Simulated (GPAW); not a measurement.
# Dielectric function and optical constants of TiO2 (Anatase)

Wanted: where TiO2 (Anatase) starts to absorb, how strongly, and its refractive index.

Program: GPAW 26.7.0. Level of theory: DFT, PBE, plane-wave PAW (GPAW data sets), scalar-relativistic, RPA, optical limit. Results are calculated unless marked as measured.

### Step 1. Starting point

Symmetry: I4_1/amd, No. 141, tetragonal system. The conventional cell has a = 3.784 Å, b = 3.784 Å, c = 9.515 Å, α = 90.00°, β = 90.00°, γ = 90.00°. Nearest to Ti lie 6 O at 1.93 to 1.98 Å. O has 3 Ti at 1.93 to 1.98 Å nearest. Farther neighbours and most contacts between anions are not listed.

### Step 2. Ground state

The self-consistent density comes first; it also tells whether there is a gap, which decides the occupations and the need for a Drude term.

This step: DFT, PBE, plane-wave PAW (GPAW data sets), scalar-relativistic, ground state (GPAW 26.7.0).

gs.py

```python
from ase import Atoms
from ase.dft.bandgap import bandgap
from gpaw import GPAW, PW, FermiDirac

atoms = Atoms(['Ti', 'Ti', 'O', 'O', 'O', 'O'],
              cell=[[-1.892100000000, 1.892100000000, 4.757300000000],
                    [1.892100000000, -1.892100000000, 4.757300000000],
                    [1.892100000000, 1.892100000000, -4.757300000000]],
              scaled_positions=[[0.750000000000, 0.250000000000, 0.500000000000],
                                [0.000000000000, 0.000000000000, 0.000000000000],
                                [0.791900000000, 0.791900000000, 0.000000000000],
                                [0.541900000000, 0.041900000000, 0.500000000000],
                                [0.958100000000, 0.458100000000, 0.500000000000],
                                [0.208100000000, 0.208100000000, 0.000000000000]],
              pbc=[True, True, True])
atoms.calc = GPAW(mode=PW(500), xc='PBE', kpts={'size': (8, 8, 8), 'gamma': True},
                  occupations=FermiDirac(0.05), maxiter=150, txt='gs.txt')
print('energy (eV)', atoms.get_potential_energy())
print('Fermi level (eV)', atoms.calc.get_fermi_level())
print('valence electrons', atoms.calc.get_number_of_electrons())
print('gap (eV)', bandgap(atoms.calc, output=None)[0])
print('direct gap (eV)', bandgap(atoms.calc, direct=True, output=None)[0])
atoms.calc.write('gs.gpw')
```

Launch:

```sh
OMP_NUM_THREADS=1 python gs.py
```

Numbers of over 12 decimals in the logs are rounded to 6 here.

The program printed:

```text
__  _  _
 | _ |_)|_||  |
 |__||  | ||/\| - 26.7.0

Versions:
  Python: 3.12.14
  ASE:    3.29.0
  Numpy:  2.5.5
  Scipy:  1.18.1
  Libxc:  7.0.0

Input parameters:
  mode=PW(ecut=500.0),
  kpts=MonkhorstPack(size=(8, 8, 8), gamma=True),
  maxiter=150,
  occupations=Occupations(name='fermi-dirac', width=0.05, fixmagmom=False),
  xc=XC(name='PBE')

Diagonalizing LCAO Hamiltonian
Converting LCAO to pw mode

       O

         O

         Ti

       O O

       Ti

Atoms  # Å, Bohr magnetons
|   | symbol |         x |         y |        z |    initial magnetic moments |
| 0 |     Ti |  0.000000 |  1.892100 | 2.378650 | ( 0.0000,  0.0000,  0.0000) |
| 1 |     Ti |  0.000000 |  0.000000 | 0.000000 | ( 0.0000,  0.0000,  0.0000) |
| 2 |      O | -0.000000 |  0.000000 | 7.534612 | ( 0.0000,  0.0000,  0.0000) |
| 3 |      O |  0.000000 |  1.892100 | 0.398662 | ( 0.0000,  0.0000,  0.0000) |
| 4 |      O |  0.000000 |  1.892100 | 4.358638 | ( 0.0000,  0.0000,  0.0000) |
| 5 |      O |  0.000000 | -0.000000 | 1.979988 | ( 0.0000,  0.0000,  0.0000) |

Unit cell  # Å
| periodic |         x |         y |         z |  lengths |     angles |
|      yes | -1.892100 |  1.892100 |  4.757300 | 5.458204 | 139.434593 |
|      yes |  1.892100 | -1.892100 |  4.757300 | 5.458204 | 139.434593 |
|      yes |  1.892100 |  1.892100 | -4.757300 | 5.458204 |  58.712803 |

Number of symmetries: 8
Symmetry operations  # r_c * U_cc + t_c -> r_c
|   | kind |            matrix            |
| 0 |  σ   |  1, 1, 1,  0, 0,-1,  0,-1, 0 |
| 1 |  E   |  1, 0, 0,  0, 1, 0,  0, 0, 1 |
| 2 |  C2  |  0, 1, 0,  1, 0, 0, -1,-1,-1 |
| 3 |  S4  |  0, 0, 1, -1,-1,-1,  0, 1, 0 |
| 4 |  σ   |  0, 0,-1,  1, 1, 1, -1, 0, 0 |
| 5 |  C2  |  0,-1, 0, -1, 0, 0,  0, 0,-1 |
| 6 |  C2  | -1, 0, 0,  0,-1, 0,  1, 1, 1 |
| 7 |  S4  | -1,-1,-1,  0, 0, 1,  1, 0, 0 |

BZ-sampling:
  Number of BZ points: 512
  Number of IBZ points: 59

  Monkhorst-Pack size: [8, 8, 8]
  Monkhorst-Pack shift: [0.0625, 0.0625, 0.0625]

K-points  # in reciprocal-cell coordinates
|     |                                coordinates |     weight |
|   0 | (  0.00000000,   0.00000000,   0.00000000) | 0.00195312 |
|   1 | (  0.12500000,  -0.12500000,   0.00000000) | 0.00781250 |
|   2 | (  0.12500000,  -0.12500000,   0.12500000) | 0.00781250 |
|   3 | (  0.12500000,   0.00000000,   0.00000000) | 0.01562500 |
|   4 | (  0.12500000,   0.12500000,  -0.12500000) | 0.00390625 |
|   5 | (  0.25000000,  -0.25000000,   0.00000000) | 0.00781250 |
|   6 | (  0.25000000,  -0.25000000,   0.12500000) | 0.01562500 |
|   7 | (  0.25000000,  -0.25000000,   0.25000000) | 0.00781250 |
|   8 | (  0.25000000,  -0.12500000,   0.00000000) | 0.03125000 |
|   9 | (  0.25000000,  -0.12500000,   0.12500000) | 0.01562500 |
| ... |                                            |            |
|  58 | (  0.50000000,   0.50000000,   0.50000000) | 0.00195312 |

Plane wave coefficients: 1744
Cutoff: 500.0 eV

Spin-components: 1 (collinear spins)
Bands:           33
Projectors:      32
Spin-degeneracy: 2
Datatype:        complex128

Parallelization:
  kpt:    1
  domain: 1
  band:   1

Density:
  Valence electrons: 48.0
  Components: 1
  Grid points: [30 30 30]
  Charge: 0.0  # |e|

Potential:
  Grid points: [30 30 30]

species:
  Ti:
    name:    Titanium
    id:
    Z:       22.0
    valence: 12
    core:    10
    charge:  0.0  # [|e|]
    compensation charges:
      type: gauss
      rc: 0.38  # [Å]
      lmax: 2
    cutoffs:
      filter: 2.23  # [Å]
      core: 1.02  # [Å]
    projectors
    | kind |    occ | energy [eV] | rcut [Å] |
    |   3s |  2.000 |     -62.623 |    1.270 |
    |   4s |  2.000 |      -4.466 |    1.270 |
    |   3p |  6.000 |     -38.862 |    1.058 |
    |   4p |  0.000 |      -1.466 |    1.058 |
    |   3d |  2.000 |      -4.258 |    1.058 |
    |    d |        |      22.953 |    1.058 |

    Using partial waves for Ti as LCAO basis

  O:
    name:    Oxygen
    id:
    Z:       8.0
    valence: 6
    core:    2
    charge:  0.0  # [|e|]
    compensation charges:
      type: gauss
      rc: 0.21  # [Å]
      lmax: 2
    cutoffs:
      filter: 1.17  # [Å]
      core: 0.83  # [Å]
    projectors
    | kind |    occ | energy [eV] | rcut [Å] |
    |   2s |  2.000 |     -23.961 |    0.688 |
    |   2p |  4.000 |      -9.029 |    0.598 |
    |    s |        |       3.251 |    0.688 |
    |    p |        |      18.182 |    0.598 |
    |    d |        |       0.000 |    0.619 |

    Using partial waves for O as LCAO basis

Reference energy: -54611.437768  # eV

eigensolver:
  PPCG
  Converge bands: occupied
  niter=2

density mixing:
  MSR1-Mixer
  Pratt-step length: 0.05
  Maximum mixing coefficient: 0.75
  Old densities: 10
  SVD Regularization: 0.005
  Good broyden scale: 1.0
  Trust region scale: 1.0
  Backstep threshold: 4.0
  History deletion threshold: 6.0
  Fourier metric: weight=20.0, sigma=0.015

occupation numbers:
  Fermi-Dirac:
    width: 0.0500  # eV

poisson solver:
  ecut: 4000.0  # eV

xc functional:
  name: PBE with 2 nearest neighbor stencil

convergence criteria:
- Maximum [total energy] change in last 3 cyles: 0.0005 eV / valence electron
- Maximum integral of absolute [dens]ity change: 0.0001 electrons / valence electron
- Maximum integral of absolute [eigenst]ate change: 4e-08 eV^2 / valence electron
maximum number of iterations: 150

SCF iterations
|iter     |      energy | eigst |  dens |
|iter:   1||  -59.435286 | -0.25 |       |
|iter:   2||  -56.557830 | -1.45 | -0.79 |
|iter:   3||  -51.091127 | +0.10 | -0.85 |
|iter:   4||  -50.635956 | -1.03 | -1.33 |
|iter:   5||  -50.615163 | -1.94 | -1.60 |
|iter:   6||  -50.609357 | -3.21 | -2.05 |
|iter:   7||  -50.609375c| -3.84 | -2.79 |
|iter:   8||  -50.609352c| -5.02 | -3.22 |
|iter:   9||  -50.609343c| -5.84 | -3.71 |
|iter:  10||  -50.609345c| -6.99 | -4.10c|
|iter:  11||  -50.609345c| -7.55c| -4.71c|

Converged in 11 steps
SCF loop duration: 102.236 s (9.294 s/step)
Energy contributions relative to reference atoms: (reference = -54611.437768)

Energy contributions:
  Kinetic:          51.045064
  Coulomb:         -58.358420
  Zero:              0.447537
  External:          0.000000
  Xc:              -43.743526
  Entropy:          -0.000000
  Spinorbit:         0.000000
  ----------------------------
  Free energy:     -50.609345
  Extrapolated:    -50.609345

dipole moment: (-26.602819, -6.880794, 11.411066)  # |e|*Ang

Fermi level: 5.154
Eigenvalues  # (at kpt = [0.000, 0.000, 0.000])
| band index |      eig [eV] | occ [0-2] |
|          0 |       -52.191 |     2.000 |
|        ... |               |           |
|         16 |         2.058 |     2.000 |
|         17 |         2.058 |     2.000 |
|         18 |         2.121 |     2.000 |
|         19 |         3.374 |     2.000 |
|         20 |         3.393 |     2.000 |
|         21 |         3.393 |     2.000 |
|         22 |         3.681 |     2.000 |
|         23 |         3.681 |     2.000 |
|         24 |         6.271 |     0.000 |
|         25 |         7.014 |     0.000 |
|         26 |         8.160 |     0.000 |
|         27 |         8.161 |     0.000 |
|         28 |         8.187 |     0.000 |
|         29 |         8.187 |     0.000 |
|         30 |         9.201 |     0.000 |
|         31 |         9.481 |     0.000 |
|         32 |        10.495 |     0.000 |

Gap: 2.166 eV
Transition (v -> c):
  (s=0, k=15, n=23, [0.38, -0.38, 0.00]) -> (s=0, k=0, n=24, [0.00, 0.00, 0.00])
Direct/indirect transitions are different
Direct gap: 2.460 eV
Transition at: (s=0, k=13, n=23, [0.25, 0.25, -0.25])

--- standard output ---
energy (eV) -50.609345
Fermi level (eV) 5.154082
valence electrons 48.0
gap (eV) 2.166318
direct gap (eV) 2.460410
```

Wall time 1.9 min (1 thread of Arm Neoverse V2, shared host); peak memory 0.26 GiB.

Numbers from this step:

* energy: -50.6093 eV
* Fermi energy: 5.154 eV
* gap on the k-mesh: 2.166 eV
* direct gap on the mesh: 2.460 eV
* electrons: 48

There is a gap, 2.17 eV on this mesh (points off the mesh can give less), so no carriers' term is needed.

### Step 3. Bands for the response

The response needs many more empty bands than the density does.

This step: DFT, PBE, plane-wave PAW (GPAW data sets), scalar-relativistic, bands at fixed density (GPAW 26.7.0).

nscf.py

```python
from ase.dft.bandgap import bandgap
from gpaw import GPAW, FermiDirac

calc = GPAW('gs.gpw').fixed_density(kpts={'size': (11, 11, 11), 'gamma': True}, nbands=62, convergence={'bands': 56},
                                    occupations=FermiDirac(0.001), txt='nscf.txt')
print('gap (eV)', bandgap(calc, output=None)[0])
print('direct gap (eV)', bandgap(calc, direct=True, output=None)[0])
print('top band over the Fermi level (eV)', min(calc.get_eigenvalues(kpt=k)[55] for k in range(len(calc.get_ibz_k_points()))) - calc.get_fermi_level())
calc.write('full.gpw', mode='all')
```

Launch:

```sh
OMP_NUM_THREADS=1 python nscf.py
```

The program printed:

```text
Diagonalizing LCAO Hamiltonian
Converting LCAO to pw mode
convergence criteria:
- Maximum integral of absolute [eigenst]ate change: 4e-08 eV^2 / valence electron
maximum number of iterations: 150

SCF iterations
|iter     |      energy | eigst |  dens |
|iter:   1||             | +2.75 |       |
|iter:   2||             | +1.63 |       |
|iter:   3||             | +0.31 |       |
|iter:   4||             | -0.96 |       |
|iter:   5||             | -2.04 |       |
|iter:   6||             | -3.08 |       |
|iter:   7||             | -4.08 |       |
|iter:   8||             | -5.13 |       |
|iter:   9||             | -6.13 |       |
|iter:  10||             | -7.11 |       |
|iter:  11||             | -7.65c|       |
SCF steps: 11
  __  _  _
 | _ |_)|_||  |
 |__||  | ||/\| - 26.7.0

Versions:
  Python: 3.12.14
  ASE:    3.29.0
  Numpy:  2.5.5
  Scipy:  1.18.1
  Libxc:  7.0.0

Input parameters:
  mode=PW(ecut=500.0),
  convergence={'bands': 56},
  gpts=array([30, 30, 30]),
  kpts=MonkhorstPack(size=(11, 11, 11), gamma=True),
  maxiter=150,
  nbands=62,
  occupations=Occupations(name='fermi-dirac', width=0.001, fixmagmom=False),
  parallel={},
  xc=XC(name='PBE')

--- standard output ---
gap (eV) 2.127229
direct gap (eV) 2.463345
top band over the Fermi level (eV) 25.489399
```

It took 6.2 min on 1 thread; peak memory 0.48 GiB.

Numbers from this step:

| Property | Result |
| --- | --- |
| gap on the k-mesh | 2.127 eV |
| direct gap on the mesh | 2.463 eV |

[end of part 1 of 2]

[Machine, clock and banner lines and Python warnings are left out of the logs.]

[Logs are printed without paths, hosts, clocks, repeated set-up lines and the standing remarks that a program may print on its own settings, such as how far it seeks lower states.]

[Hosts, paths, dates, database ids (printed as entryN), source tags and the programs' standing remarks are cut or masked in the printed files.]
